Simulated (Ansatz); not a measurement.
**ZnCdF4: complex band structure**

Aim: relax a made-up compound, ZnCdF4, and see how good a tunnel barrier it would be. It is built by putting Cd for part of the Zn in the ZnF2 structure of space group P4_2/mnm, with the volume rescaled by atomic radii. The parent structure comes from the Materials Project.

Main program and level: Ansatz 0.2.0; LDA DFT, plane waves, PAW files, in the first sound run; inputs show where later runs differ.

The structure was built from a prototype and need not be the compound's stable phase.

## 1. Set-up

Symmetry: Cmmm, No. 65, orthorhombic system. Conventional cell: a = 6.874 Å, b = 6.874 Å, c = 3.238 Å, α = 90.00°, β = 90.00°, γ = 90.00°. Nearest to Cd lie 6 F at 2.08 to 2.11 Å. Nearest to Zn lie 6 F at 2.08 to 2.11 Å. Nearest to F lie 1 Zn at 2.08 Å and 2 Cd at 2.11 Å. Nearest to F lie 1 Cd at 2.08 Å and 2 Zn at 2.11 Å. It derives from ZnF2. Cd for part of the Zn in the ZnF2 structure of space group P4_2/mnm. Farther neighbours and most contacts between anions are not listed.

## 2. Cell and atoms at rest

The substituted atoms don't fit the parent's cell, so cell and atoms relax together. A small smearing keeps the run stable in case the gap closes on the way.

Contents of input.yaml:

```yaml
crystal:
  lattice:
    - [4.8609975375, 0.0, 0.0]
    - [0.0, 4.8609975375, 0.0]
    - [0.0, 0.0, 3.2381782657]
  atoms:
    - { symbol: Cd, position: [0.5, 0.5, 0.5] }
    - { symbol: Zn, position: [0.0, 0.0, 0.0] }
    - { symbol: F, position: [0.69686162, 0.69686162, 0.0] }
    - { symbol: F, position: [0.80313838, 0.19686162, 0.5] }
    - { symbol: F, position: [0.30313838, 0.30313838, 0.0] }
    - { symbol: F, position: [0.19686162, 0.80313838, 0.5] }
kpoints:
  mp_grid: { grid: [4, 4, 6] }
scf:
  occupations: { method: gaussian, width: 0.03 }
hamiltonian:
  xc: lda
output:
  forces: true
  stress: true
relax:
  f_tol: 0.02
  max_steps: 60
  cell: {}
```

Started as:

```sh
$ ansatz run input.yaml --threads 2 --pin off --max-ram 4096MiB --backend cpu --events-out ev --progress --plain --runs-dir out
```

Numbers of over 12 decimals in the logs are rounded to 6 here.

What it wrote:

```text
Engine: ansatz 0.2.0, x86_64-unknown-linux-gnu
Pseudopotentials: kind: paw
Pseudopotential: Cd, paw, valence charge 20, recommended cutoff 420 eV (normal), Cd.paw.azcp
Pseudopotential: Zn, paw, valence charge 12, recommended cutoff 420 eV (normal), Zn.paw.azcp
Pseudopotential: F, paw, valence charge 7, recommended cutoff 420 eV (normal), F.paw.azcp
Functional definition: SPW92
  exchange = slater_x
  correlation = pw_c
Crystal: 6 atoms, lattice volume = 76.516 Å³
Basis set: ecut = 420 eV, 1495 PW (Γ)
Bands: 36, of which v1, the nominal top of the filled ones, is band 30 counted from 1 (29 counted from 0)
Symmetry: 8 space group operations
Space group: Cmmm (ITA 65), of the structure as read, at distance tolerance 4.2e-5 Å
k-points: 28 of 96
Non-local potential: Cd, projectors of the file, l = 0: 3, l = 1: 2, l = 2: 2, l = 3: 1
Non-local potential: Zn, projectors of the file, l = 0: 2, l = 1: 2, l = 2: 3, l = 3: 1
Non-local potential: F, projectors of the file, l = 0: 2, l = 1: 2, l = 2: 1
PAW form: soft (Blöchl's): semilocal exchange-correlation on the pseudo side does not see the compensation charge
PAW frozen core: Cd, regenerated for the run's functional, and the local potential with it (the file was generated under x = pbe(κ = 0.804, μ = 0.219515), c = pbe(β = 0.066725))
PAW frozen core: Zn, regenerated for the run's functional, and the local potential with it (the file was generated under x = pbe(κ = 0.804, μ = 0.219515), c = pbe(β = 0.066725))
PAW frozen core: F, regenerated for the run's functional, and the local potential with it (the file was generated under x = pbe(κ = 0.804, μ = 0.219515), c = pbe(β = 0.066725))
PAW one-centre angular grid: Cd, 590 points (default); XC on 64 Gauss nodes
PAW one-centre angular grid: Zn, 590 points (default); XC on 64 Gauss nodes
PAW one-centre angular grid: F, 110 points (default); XC on 64 Gauss nodes
Initial density: superposition of atomic densities (neutral atoms: chi_scale 0, normalization atom), corrected by the library's trained network
Initial wavefunctions: pseudopotential atomic-orbital guess
Functional: x = slater, c = lda
SCF iter   1: F=—  HF=-14540.852012 eV  |F-HF|=—  |Δ(HF+E_count)|=         —  Δρ=2.20e-2  dr2=2.60e-1  ethr=1.77e-3  ⟨swp⟩=6.1  Hψ=3957  notcnv=0
preconditioner: auto → Resta (q_TF=auto, 2.620 Å⁻¹)  ε∞=4.9  [insulator: Δε(μ)=2.473 eV  Ē_g=15.509 eV  σ=0.030 eV  W_gap=1.00  n_scr=22 (ndim 8)  ℏωp=30.6 eV  f_vac=0.167  D(μ)=0.00/eV (n_scr^D=0)  ε∞_Penn≈4.9]
SCF iter   2: F=—  HF=-14540.776069 eV  |F-HF|=—  |Δ(HF+E_count)|=   7.59e-2  Δρ=4.95e-3  dr2=7.58e-3  ethr=4.34e-4  ⟨swp⟩=2.4  Hψ=2001  notcnv=0  defer=51
SCF iter   3: F=—  HF=-14540.774233 eV  |F-HF|=—  |Δ(HF+E_count)|=   1.84e-3  Δρ=2.31e-3  dr2=2.39e-3  ethr=1.26e-5  ⟨swp⟩=2.5  Hψ=1663  notcnv=0  defer=51
SCF iter   4: F=—  HF=-14540.773603 eV  |F-HF|=—  |Δ(HF+E_count)|=   6.30e-4  Δρ=4.67e-4  dr2=1.15e-4  ethr=3.98e-6  ⟨swp⟩=1.2  Hψ=998  notcnv=0  defer=51
SCF iter   5: F=—  HF=-14540.773597 eV  |F-HF|=—  |Δ(HF+E_count)|=   5.78e-6  Δρ=1.84e-4  dr2=1.79e-5  ethr=1.92e-7  ⟨swp⟩=2.0  Hψ=1564  notcnv=0  defer=51
SCF iter   6: F=—  HF=-14540.773590 eV  |F-HF|=—  |Δ(HF+E_count)|=   7.32e-6  Δρ=1.10e-4  dr2=6.39e-6  ethr=2.98e-8  ⟨swp⟩=2.0  Hψ=1673  notcnv=0  defer=51
SCF iter   7: F=—  HF=-14540.773588 eV  |F-HF|=—  |Δ(HF+E_count)|=   1.06e-6  Δρ=2.23e-5  dr2=2.75e-7  ethr=1.07e-8  ⟨swp⟩=2.0  Hψ=1497  notcnv=0  defer=51
SCF iter   8: F=—  HF=-14540.773589 eV  |F-HF|=—  |Δ(HF+E_count)|=   3.39e-8  Δρ=1.48e-5  dr2=1.20e-7  ethr=1.67e-10  ⟨swp⟩=4.0  Hψ=3388  notcnv=0
SCF iter   9: F=-14540.773588 eV  HF=-14540.773588 eV  |F-HF|=2.12e-9  |Δ(HF+E_count)|=   3.56e-8  Δρ=3.31e-6  dr2=1.22e-8  ethr=1.67e-10  ⟨swp⟩=4.0  Hψ=3265  notcnv=0
SCF 1 converged in 9 iterations: F = -14540.773588 eV  dr2 = 1.22e-8
  greatest PAW one-centre occupation: 1.000 electrons in one spin orbital (limit 2), on the Cd atom at site 0 (counted from 0), in its partial waves of l = 1
relax step   1: F+E_penalty+E_count = -14540.77358848 eV  Δ(F+E_penalty+E_count) = +0.000e0 eV  max|allowed force component| = 1.409e0 eV/Å  Δτ_max = 0.0000 Å  P = +2.387 GPa  Ω = 76.516 Å³  (9 SCF iters, dr2 threshold 1.00e-7 eV, accepted)
Crystal: 6 atoms, lattice volume = 77.457 Å³
Basis set: ecut = 420 eV, 1511 PW (Γ)
Initial density: handed on by an earlier stage of this run
Initial wavefunctions: those handed on with the density
iter 1 solved again at ethr=7.11e-5 eV; its pass at ethr=3.10e-3 eV (dr2=4.26e-2 eV) is discarded
SCF iter   1: F=—  HF=-14541.154364 eV  |F-HF|=—  |Δ(HF+E_count)|=         —  Δρ=1.27e-2  dr2=4.26e-2  ethr=7.11e-5  ⟨swp⟩=1.7  Hψ=4770  notcnv=0
preconditioner: auto → Resta (q_TF=auto, 2.615 Å⁻¹)  ε∞=4.8  [insulator: Δε(μ)=2.902 eV  Ē_g=15.516 eV  σ=0.030 eV  W_gap=1.00  n_scr=22 (ndim 8)  ℏωp=30.4 eV  f_vac=0.162  D(μ)=0.00/eV (n_scr^D=0)  ε∞_Penn≈4.8]
SCF iter   2: F=—  HF=-14541.141913 eV  |F-HF|=—  |Δ(HF+E_count)|=   1.25e-2  Δρ=6.39e-3  dr2=9.75e-3  ethr=7.09e-5  ⟨swp⟩=2.9  Hψ=1799  notcnv=0
SCF iter   3: F=—  HF=-14541.138859 eV  |F-HF|=—  |Δ(HF+E_count)|=   3.05e-3  Δρ=1.66e-3  dr2=1.06e-3  ethr=1.63e-5  ⟨swp⟩=2.0  Hψ=1809  notcnv=0
SCF iter   4: F=—  HF=-14541.138595 eV  |F-HF|=—  |Δ(HF+E_count)|=   2.64e-4  Δρ=4.24e-4  dr2=5.76e-5  ethr=1.76e-6  ⟨swp⟩=2.0  Hψ=1727  notcnv=0
SCF iter   5: F=—  HF=-14541.138586 eV  |F-HF|=—  |Δ(HF+E_count)|=   9.42e-6  Δρ=1.13e-4  dr2=7.43e-6  ethr=9.59e-8  ⟨swp⟩=2.1  Hψ=1493  notcnv=0
SCF iter   6: F=—  HF=-14541.138584 eV  |F-HF|=—  |Δ(HF+E_count)|=   1.11e-6  Δρ=3.13e-5  dr2=9.30e-7  ethr=1.24e-8  ⟨swp⟩=2.9  Hψ=1975  notcnv=0
SCF iter   7: F=-14541.138584 eV  HF=-14541.138585 eV  |F-HF|=5.37e-7  |Δ(HF+E_count)|=   1.46e-7  Δρ=2.49e-5  dr2=2.68e-7  ethr=1.00e-9  ⟨swp⟩=4.0  Hψ=3425  notcnv=0
SCF 2 converged in 7 iterations: F = -14541.138584 eV  dr2 = 2.68e-7
  greatest PAW one-centre occupation: 1.000 electrons in one spin orbital (limit 2), on the Cd atom at site 0 (counted from 0), in its partial waves of l = 0
relax step   2: F+E_penalty+E_count = -14541.13858401 eV  Δ(F+E_penalty+E_count) = -3.650e-1 eV  max|allowed force component| = 5.110e-1 eV/Å  Δτ_max = 0.0810 Å  P = -1.519 GPa  Ω = 77.457 Å³  energy of the carried Pulay correction = -5.433e-3 eV  (7 SCF iters, dr2 threshold 6.00e-7 eV, accepted)
Crystal: 6 atoms, lattice volume = 75.719 Å³
iter 1 solved again at ethr=3.64e-5 eV; its pass at ethr=3.10e-3 eV (dr2=2.18e-2 eV) is discarded
SCF iter   1: F=—  HF=-14541.217991 eV  |F-HF|=—  |Δ(HF+E_count)|=         —  Δρ=8.28e-3  dr2=2.18e-2  ethr=3.64e-5  ⟨swp⟩=1.8  Hψ=4632  notcnv=0
preconditioner: auto → Resta (q_TF=auto, 2.625 Å⁻¹)  ε∞=4.8  [insulator: Δε(μ)=2.860 eV  Ē_g=15.731 eV  σ=0.030 eV  W_gap=1.00  n_scr=22 (ndim 8)  ℏωp=30.8 eV  f_vac=0.152  D(μ)=0.00/eV (n_scr^D=0)  ε∞_Penn≈4.8]
SCF iter   2: F=—  HF=-14541.211434 eV  |F-HF|=—  |Δ(HF+E_count)|=   6.56e-3  Δρ=4.21e-3  dr2=4.78e-3  ethr=3.63e-5  ⟨swp⟩=2.0  Hψ=1641  notcnv=0
SCF iter   3: F=—  HF=-14541.209979 eV  |F-HF|=—  |Δ(HF+E_count)|=   1.45e-3  Δρ=1.50e-3  dr2=9.86e-4  ethr=7.96e-6  ⟨swp⟩=2.0  Hψ=1657  notcnv=0
SCF iter   4: F=—  HF=-14541.209533 eV  |F-HF|=—  |Δ(HF+E_count)|=   4.46e-4  Δρ=3.67e-4  dr2=7.01e-5  ethr=1.64e-6  ⟨swp⟩=2.0  Hψ=1610  notcnv=0
SCF iter   5: F=—  HF=-14541.209509 eV  |F-HF|=—  |Δ(HF+E_count)|=   2.37e-5  Δρ=1.83e-4  dr2=2.00e-5  ethr=1.17e-7  ⟨swp⟩=2.0  Hψ=1536  notcnv=0
SCF iter   6: F=—  HF=-14541.209504 eV  |F-HF|=—  |Δ(HF+E_count)|=   4.92e-6  Δρ=6.46e-5  dr2=2.09e-6  ethr=3.33e-8  ⟨swp⟩=2.0  Hψ=1714  notcnv=0
SCF iter   7: F=-14541.209504 eV  HF=-14541.209504 eV  |F-HF|=1.13e-7  |Δ(HF+E_count)|=   4.37e-8  Δρ=2.72e-5  dr2=3.66e-7  ethr=1.00e-9  ⟨swp⟩=4.0  Hψ=3426  notcnv=0
SCF 3 converged in 7 iterations: F = -14541.209504 eV  dr2 = 3.66e-7
relax step   3: F+E_penalty+E_count = -14541.20950407 eV  Δ(F+E_penalty+E_count) = -7.092e-2 eV  max|allowed force component| = 8.312e-2 eV/Å  Δτ_max = 0.0541 Å  P = +1.025 GPa  Ω = 75.719 Å³  energy of the carried Pulay correction = +4.652e-3 eV  (7 SCF iters, dr2 threshold 6.00e-7 eV, accepted)
[...]
relax step   4: F+E_penalty+E_count = -14541.20891533 eV  Δ(F+E_penalty+E_count) = +5.887e-4 eV  max|allowed force component| = 1.775e-2 eV/Å  Δτ_max = 0.0066 Å  P = +0.011 GPa  Ω = 76.311 Å³  energy of the carried Pulay correction = +1.189e-3 eV  (6 SCF iters, dr2 threshold 6.00e-7 eV, accepted)
[...]
relax step   5: F+E_penalty+E_count = -14541.20892167 eV  Δ(F+E_penalty+E_count) = -6.342e-6 eV  max|allowed force component| = 6.515e-3 eV/Å  Δτ_max = 0.0016 Å  P = -0.018 GPa  Ω = 76.325 Å³  energy of the carried Pulay correction = +1.111e-3 eV  (5 SCF iters, dr2 threshold 2.83e-8 eV, accepted)
[...]
relax step   6: F+E_penalty+E_count = -14541.20903497 eV  Δ(F+E_penalty+E_count) = -1.133e-4 eV  max|allowed force component| = 1.828e-3 eV/Å  Δτ_max = 0.0007 Å  P = +0.001 GPa  Ω = 76.308 Å³  energy of the carried Pulay correction = +1.207e-3 eV  (4 SCF iters, dr2 threshold 6.32e-9 eV, accepted)
[...]
relax step   7: F+E_penalty+E_count = -14541.20787601 eV  Δ(F+E_penalty+E_count) = +1.159e-3 eV  max|allowed force component| = 1.968e-3 eV/Å  Δτ_max = 0.0000 Å  P = -0.003 GPa  Ω = 76.308 Å³  stress off target by 6.77e-2 GPa  SCF on the basis re-selected at this cell (its energy is not comparable with the rows above)  (6 SCF iters)
[...]
relax step   8: F+E_penalty+E_count = -14541.20794155 eV  Δ(F+E_penalty+E_count) = -6.554e-5 eV  max|allowed force component| = 2.100e-4 eV/Å  Δτ_max = 0.0001 Å  P = -0.000 GPa  Ω = 76.300 Å³  energy of the carried Pulay correction = +4.470e-5 eV  (4 SCF iters, dr2 threshold 1.14e-8 eV, accepted)
iter 1 solved again at ethr=1.78e-7 eV; its pass at ethr=3.10e-3 eV (dr2=1.07e-4 eV) is discarded
SCF iter   1: F=—  HF=-14541.207854 eV  |F-HF|=—  |Δ(HF+E_count)|=         —  Δρ=3.02e-5  dr2=3.13e-8  ethr=1.78e-7  ⟨swp⟩=3.0  Hψ=6402  notcnv=0
eigensolver tolerance schedule: the retry pair's looser diagonalisation over-reported the residual by 3397.43 of it (diagonalisation noise at 0.24 of the residual, at the tolerance the schedule requests for it); recorded, not acted on — ethr = c·dr2/N_el stays at c = 1.0e-1
SCF iter   2: F=—  HF=-14541.207848 eV  |F-HF|=—  |Δ(HF+E_count)|=   6.42e-6  Δρ=1.53e-5  dr2=9.55e-9  ethr=5.22e-11  ⟨swp⟩=2.0  Hψ=1848  notcnv=0
SCF iter   3: F=—  HF=-14541.207848 eV  |F-HF|=—  |Δ(HF+E_count)|=   1.81e-7  Δρ=2.94e-6  dr2=2.42e-9  ethr=1.59e-11  ⟨swp⟩=2.0  Hψ=1486  notcnv=0
SCF iter   4: F=—  HF=-14541.207848 eV  |F-HF|=—  |Δ(HF+E_count)|=  8.11e-10  Δρ=8.06e-7  dr2=2.22e-10  ethr=4.04e-12  ⟨swp⟩=2.0  Hψ=1532  notcnv=0
SCF iter   5: F=-14541.207848 eV  HF=-14541.207848 eV  |F-HF|=9.09e-12  |Δ(HF+E_count)|=  2.84e-10  Δρ=3.18e-7  dr2=5.01e-11  ethr=1.00e-12  ⟨swp⟩=4.0  Hψ=3517  notcnv=0
SCF 9 converged in 5 iterations: F = -14541.207848 eV  dr2 = 5.01e-11
relax step   9: F+E_penalty+E_count = -14541.20784801 eV  Δ(F+E_penalty+E_count) = +9.354e-5 eV  max|allowed force component| = 1.757e-4 eV/Å  Δτ_max = 0.0000 Å  P = -0.001 GPa  Ω = 76.300 Å³  stress off target by 1.37e-2 GPa  SCF on the basis re-selected at this cell (its energy is not comparable with the rows above)  (5 SCF iters)
basis re-selected at this cell: Δ(F+E_penalty+E_count) = +9.354e-5 eV, ΔP = -0.001 GPa vs the last step (what re-selecting the basis moved, of the pressure what is left beyond the Pulay correction that the steps carried, after the strain that the cell walked since its last selection, with what the two solves' SCF thresholds leave and, on support functions, any second-order correction that the steps lacked; it is no m [...]
SCF converged after 5 iterations
Free energy (F): -14541.207848 eV
Harris-Foulkes:  -14541.207848 eV  (|F-HF|=9.09e-12)
Internal energy: -14541.207848 eV  (E = F + TS)
E sigma→0 (E₀):  -14541.207848 eV
Fermi energy:    6.029668 eV
--- Per-component energies (eV) ---
  E_band       = -591.484210
  E_kinetic    = 1457.431072
  E_local      = -7514.771782  (includes V_loc(G=0)·N_el)
  E_nonlocal   = 974.905432
  E_hartree    = 3196.434890
  E_xc         = -618.920224
  E_vxc        = -673.734183  (∫ρ·V_xc dr)
  E_paw        = -6466.213661  (= ΣΔE_a)
  E_vpaw       = -1228.192060  (= ΣTr[D̂ρ^β])
  E_aug_tail   = 0.007751  (compensation charges beyond the density's cutoff)
  E_ewald      = -5572.858044
  E_core_change = 2.776717  (= ΣΔE_core)
  E_smearing   = -0.000000  (= −TS)
  E_closure    = -0.000000  (closes the sum)
  Σ components = -14541.207848   (vs F -14541.207848, Δ=0.00e0)
--- Forces (eV/Å), atoms counted from 1 ---
  atom   1  Cd     0.00000000    -0.00000000     0.00000000
  atom   2  Zn     0.00000000     0.00000000     0.00000000
  atom   3  F     -0.00017569    -0.00017569     0.00000000
  atom   4  F     -0.00001370     0.00001370     0.00000000
  atom   5  F      0.00017569     0.00017569    -0.00000000
  atom   6  F      0.00001370    -0.00001370    -0.00000000
  max |Σ_I F_I| component: 0.00e0 eV/Å
--- Stress (GPa, compression-positive) ---
       -0.007467      -0.006244       0.000000
       -0.006244      -0.007467      -0.000000
        0.000000      -0.000000       0.011108
  P = ⅓ Tr σ = -0.0013 GPa (-0.013 kbar)
--- Relaxed structure (7 steps of the walk, 7 accepted, 2 SCFs on fresh bases) ---
  F+E_penalty+E_count = -14541.20784801 eV   max|allowed force component| = 1.757e-4 eV/Å   (the final SCF, on the basis selected at the relaxed cell)
  cell:  # Å, volume = 76.3000 Å³
    - [4.847422, -0.013204, 0]
    - [-0.013204, 4.847422, 0]
    - [0, 0, 3.247181]
  atoms:
    - { symbol: Cd, position: [0.5, 0.5, 0.5] }
    - { symbol: Zn, position: [-1.110558743451595e-19, 5.892002036387686e-19, 0] }
    - { symbol: F, position: [0.713917, 0.713917, 0] }
    - { symbol: F, position: [0.817841, 0.182159, 0.5] }
    - { symbol: F, position: [0.286083, 0.286083, 0] }
    - { symbol: F, position: [0.182159, 0.817841, 0.5] }
```

It took 11 s on 2 threads of Intel Xeon Platinum 8488C (Sapphire Rapids), shared host; peak memory 0.46 GiB.

Step by step:

```csv
step,energy less that of the first step (eV),largest force component (eV/Å),pressure (GPa),volume (Å³)
1,0.0000,1.4086,2.39,76.52
2,-0.3650,0.5110,-1.52,77.46
3,-0.4359,0.0831,1.03,75.72
4,-0.4353,0.0177,0.01,76.31
5,-0.4353,0.0065,-0.02,76.32
6,-0.4354,0.0018,0.00,76.31
7*,-0.4343,0.0020,0.00,76.31
8,-0.4344,0.0002,0.00,76.30
9*,-0.4343,0.0002,0.00,76.30
```

Relaxation steps marked * repeat the geometry before them on a plane-wave basis chosen anew for their cell, so energy and pressure can jump there.

Forces are held to the 8 operations that the run works with; a distortion that breaks them can't arise in this run.

```csv
"conventional cell, symmetrised",before,after,change
a (Å),6.874,6.837,-0.6 %
b (Å),6.874,6.874,-0.0 %
c (Å),3.238,3.247,+0.3 %
volume (Å³/atom),12.75,12.72,-0.3 %
```

The atoms that moved most (Å, as changes of fractional coordinates times the final cell):

```csv
atom,dx,dy,dz,length
F5,-0.082,-0.082,0.000,0.117
F3,0.082,0.082,0.000,0.117
F4,0.071,-0.071,0.000,0.101
F6,-0.071,0.071,0.000,0.101
```

This step gave:

| Property | Result |
| --- | --- |
| free energy | -14541.2078 eV |
| Fermi energy | 6.030 eV |
| pressure | -0.001275 GPa |

The largest force component on a free atom ends at 1.8e-4 eV/Å.

## 3. Band edges

The energy window and the wavevectors of the next steps follow from the band edges, so these are searched first, off the mesh as well.

Contents of input.yaml:

```yaml
crystal:
  lattice:
    - [4.8474215369, -0.013204296, 0.0]
    - [-0.013204296, 4.8474215369, 0.0]
    - [0.0, 0.0, 3.2471805733]
  atoms:
    - { symbol: Cd, position: [0.5, 0.5, 0.5] }
    - { symbol: Zn, position: [0.0, 0.0, 0.0] }
    - { symbol: F, position: [0.7139165412, 0.7139165412, 0.0] }
    - { symbol: F, position: [0.8178412755, 0.1821587245, 0.5] }
    - { symbol: F, position: [0.2860834588, 0.2860834588, 0.0] }
    - { symbol: F, position: [0.1821587245, 0.8178412755, 0.5] }
kpoints:
  mp_grid: { grid: [6, 6, 8] }
  band_path: { path: [VBM, CBM], npoints: 30 }
scf:
  occupations: { method: fixed }
hamiltonian:
  xc: lda
output:
  eigenvalues: true
  write_potential: true
  write_density: true
  volumetric_format: npy
```

What it wrote:

```text
[...]
Crystal: 6 atoms, lattice volume = 76.300 Å³
Basis set: ecut = 420 eV, 1495 PW (Γ)
Bands: 36, of which v1, the nominal top of the filled ones, is band 30 counted from 1 (29 counted from 0)
Symmetry: 8 space group operations
[...]
k-points: 65 of 288
[...]
SCF iter   1: F=—  HF=-14541.286763 eV  |F-HF|=—  |Δ(HF+E_count)|=         —  Δρ=2.22e-2  dr2=2.61e-1  ethr=1.77e-3  ⟨swp⟩=5.0  Hψ=8026  notcnv=0  defer=255
[...]
SCF iter   8: F=-14541.207740 eV  HF=-14541.207740 eV  |F-HF|=5.13e-8  |Δ(HF+E_count)|=   4.78e-8  Δρ=8.69e-6  dr2=4.66e-8  ethr=1.67e-10  ⟨swp⟩=8.0  Hψ=8310  notcnv=0
SCF 1 converged in 8 iterations: F = -14541.207740 eV  dr2 = 4.66e-8
[...]
NSCF: frozen V_eff on 52 k-points
[...]
SCF converged after 8 iterations
Free energy (F): -14541.207740 eV
[...]
Internal energy: -14541.207740 eV  (E = F + TS)
E sigma→0 (E₀):  -14541.207740 eV
Fermi energy:    4.613769 eV
[...]
--- Band table (eV; the first three rows and the last of 65) ---
  k-point 0: bands = [... 26 lower, 3.3582, 4.0155, 4.2780, 4.6138, 7.4456, 13.0324, 13.4881, 13.9786, ... 2 higher]
  k-point 1: bands = [... 26 lower, 3.2953, 3.8531, 4.0622, 4.5021, 7.9591, 13.4475, 13.5746, 14.3595, ... 2 higher]
  k-point 2: bands = [... 26 lower, 3.1348, 3.5289, 3.6545, 4.1732, 9.1675, 13.6845, 14.4926, 15.3131, ... 2 higher]
  k-point 64: bands = [... 26 lower, 3.1457, 3.3840, 3.4806, 3.9878, 12.0303, 12.4274, 14.9047, 14.9953, ... 2 higher]
```

The job ended after 7.8 s (2 threads; peak memory 0.48 GiB).

This step gave:

```
free energy         : -14541.2077 eV
Fermi energy        : 4.614 eV
gap on the k-mesh   : 2.832 eV
gap on path         : 2.832 eV, by band count; negative where bands overlap
direct gap on path  : 2.832 eV
edge places on path : 0, 0 1/A along the path
```

Levels at VBM (eV): -6.63, -6.26, -6.02, -5.52, -5.08, -4.56, -4.34, -3.73, -3.68, -3.49, -3.27, -3.15, -2.97, -2.76, -2.13, -1.74, -1.65, -1.65, -1.26, -0.60, -0.34, 0.00, 2.83.

The searched edges give 2.83 eV, as on the mesh.

(Continued in part 2 of 3.)

[Logs are printed without paths, hosts, clocks, repeated set-up lines and the standing remarks that a program may print on its own settings, such as how far it seeks lower states.]

[Hosts, paths, dates, database ids (printed as entryN), source tags and the programs' standing remarks are cut or masked in the printed files.]
